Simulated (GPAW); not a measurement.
# Mg: optical spectrum from first principles, part 2 of 2

Aim: the dielectric function of Mg, and the optical constants that follow from it.

GPAW 26.7.0; DFT, PBE, plane-wave PAW (GPAW data sets), scalar-relativistic, RPA, optical limit.

So far. Step 2 (Ground state): There are states at the Fermi level within the smearing, so the occupations stay smeared and the carriers get a Drude term.

## (4) Dielectric function, RPA (continued)

Values under 1 per cm are given as 1; sum at mesh points, not converged in k. Table of absorption coefficient by photon energy:

```
photon energy (eV)  E ∥ x (1/cm)  E ∥ z (1/cm)
                 1         9.8e5         1.0e6
                 2         1.1e6         1.0e6
                 3         1.1e6         1.1e6
                 4         1.0e6         1.0e6
                 5         9.7e5         9.7e5
                 6         9.0e5         9.1e5
                 7         8.2e5         8.2e5
                 8         7.2e5         7.3e5
                 9         5.9e5         5.8e5
                10         3.9e5         3.9e5
                11         1.2e5         99158
                12         57461         55839
                13         41028         34950
                14         31253         34123
                15         27595         27510
                16         24103         23477
                17         22700         22132
                18         20559         18963
                19         19768         20439
                20         18468         18515
                21         19608         23446
                22         20448         19162
                23         21359         21744
                24         20606         21601
                25         19025         23023
                26         16395         22832
                27         14572         21009
                28         14916         15796
                29         15670         12758
                30         14601         10948
                31         12356          9399
                32         12729          9630
                33         12848         11303
                34         11655         10309
                35         12832         10606
                36         11940         11387
```

Sum at mesh points, not converged in k. The Im ε, E ∥ x by photon energy; read off at these points:

```
photon energy (eV)  without local fields  with local fields
               0.7                   123                120
               1.0                  66.1               65.8
               2.0                  7.99               8.07
               3.0                  2.26               2.30
               4.0                 0.931              0.952
               5.0                 0.458              0.470
               6.0                 0.284              0.292
               7.0                 0.176              0.181
               8.0                 0.127              0.132
               9.0                0.0922             0.0967
              10.0                0.0708             0.0748
              11.0                0.0527             0.0567
              12.0                0.0407             0.0442
              13.0                0.0331             0.0362
              14.0                0.0265             0.0290
              15.0                0.0238             0.0260
              16.0                0.0200             0.0225
```

The loss function −Im 1/ε at q → 0 has structure finer than the step of the table below, so its rows give means over 1 eV, whole bins alone (the curve runs from 0.305 to 36 eV). Peaks (eV: height): E ∥ x 10.7: 17.2; E ∥ z 10.7: 20.5.

Sum at mesh points, not converged in k. Table of loss function −Im 1/ε at q → 0 by energy loss; means over each step:

```
energy loss (eV)    E ∥ x    E ∥ z
               1  0.00610  0.00445
               2   0.0101  0.00947
               3   0.0158   0.0141
               4   0.0232   0.0204
               5   0.0349   0.0337
               6   0.0577   0.0488
               7    0.101   0.0908
               8    0.207    0.170
               9    0.578    0.520
              10     4.29     4.18
              11     8.84     9.15
              12    0.978    0.979
              13    0.321    0.292
              14    0.158    0.162
              15   0.0992    0.101
              16   0.0703   0.0683
              17   0.0531   0.0517
              18   0.0408   0.0388
              19   0.0344   0.0349
              20   0.0292   0.0292
              21   0.0275   0.0318
              22   0.0263   0.0253
              23   0.0256   0.0258
              24   0.0231   0.0242
              25   0.0201   0.0232
              26   0.0156   0.0219
              27   0.0132   0.0189
              28   0.0126   0.0132
              29   0.0125   0.0106
              30   0.0113  0.00861
              31  0.00943  0.00690
              32  0.00892  0.00695
              33  0.00863  0.00750
              34  0.00760  0.00675
              35  0.00795  0.00659
```

Sum at mesh points, not converged in k. Table of reflectivity at normal incidence by photon energy; read off at these points:

```
photon energy (eV)  E ∥ x (%)  E ∥ z (%)
                 1       88.1       91.1
                 2       90.1       91.3
                 3       90.3       91.4
                 4       90.2       91.7
                 5       90.0       90.3
                 6       88.5       90.6
                 7       87.6       88.7
                 8       84.8       88.0
                 9       80.8       85.1
                10       71.0       73.9
                11       33.3       32.2
                12       13.2       13.2
                13       7.02       7.01
                14       4.24       4.19
                15       2.75       2.80
                16       1.91       1.91
                17       1.37       1.38
                18      1.000      0.994
                19      0.749      0.753
                20      0.573      0.568
                21      0.442      0.445
                22      0.347      0.354
                23      0.283      0.279
                24      0.231      0.230
                25      0.194      0.191
                26      0.157      0.157
                27      0.127      0.139
                28      0.103      0.113
                29     0.0845     0.0899
                30     0.0704     0.0751
                31     0.0587     0.0588
                32     0.0466     0.0470
                33     0.0385     0.0384
                34     0.0311     0.0314
                35     0.0247     0.0245
                36     0.0203     0.0196
```

From ε follow the optical constants at some laser and lamp lines:

```
wavelength (nm)   n x     k x  R (%) x   1/α x   n z     k z  R (%) z   1/α z
           1550  5.12  10.651     86.4   12 nm  4.00  11.844     90.3   10 nm
            633  0.80   5.392     90.1  9.3 nm  0.66   5.278     91.4  9.5 nm
            532  0.56   4.513     90.2  9.4 nm  0.57   4.442     89.7  9.5 nm
            450  0.39   3.789     90.3  9.5 nm  0.37   3.809     90.9  9.4 nm
            308  0.19   2.493     90.2  9.8 nm  0.16   2.476     91.7  9.9 nm
            248  0.12   1.913     90.0   10 nm  0.12   1.921     90.3   10 nm
            193  0.08   1.340     88.9   11 nm  0.07   1.343     90.4   11 nm
```

A polished face would reflect 90 % of daylight and look near white (CIE x = 0.313, y = 0.329 under D65).

## (5) Outcome

```json
{"centre of weight of the strongest loss peak in the window, first axis": "10.7 eV"}
```

**Reading.** At this level (PBE, RPA) Mg is a metal. The mesh is too coarse to trust the carriers' weight, the reflectivity or the colour to better than tens of per cent. A polished face would reflect 90 % of daylight and look near white (CIE x = 0.313, y = 0.329 under D65). The carriers' damping of 0.05 eV is typed, not computed; it shapes the response at the lowest energies. GPAW's carrier term has the form −ωp²/(ω + i·rate)², which damps like twice the rate and fails at low energy, so the curves leave the lowest energies out. The sum runs over mesh points 0.13 Å⁻¹ apart with no interpolation, so peaks are partly noise of the mesh, and the Drude plasma energy, a sum over the Fermi surface, isn't converged.

[Machine, clock and banner lines and Python warnings are left out of the logs.]

[Logs are printed without paths, hosts, clocks, repeated set-up lines and the standing remarks that a program may print on its own settings, such as how far it seeks lower states.]

[Hosts, paths, dates, database ids (printed as entryN), source tags and the programs' standing remarks are cut or masked in the printed files.]
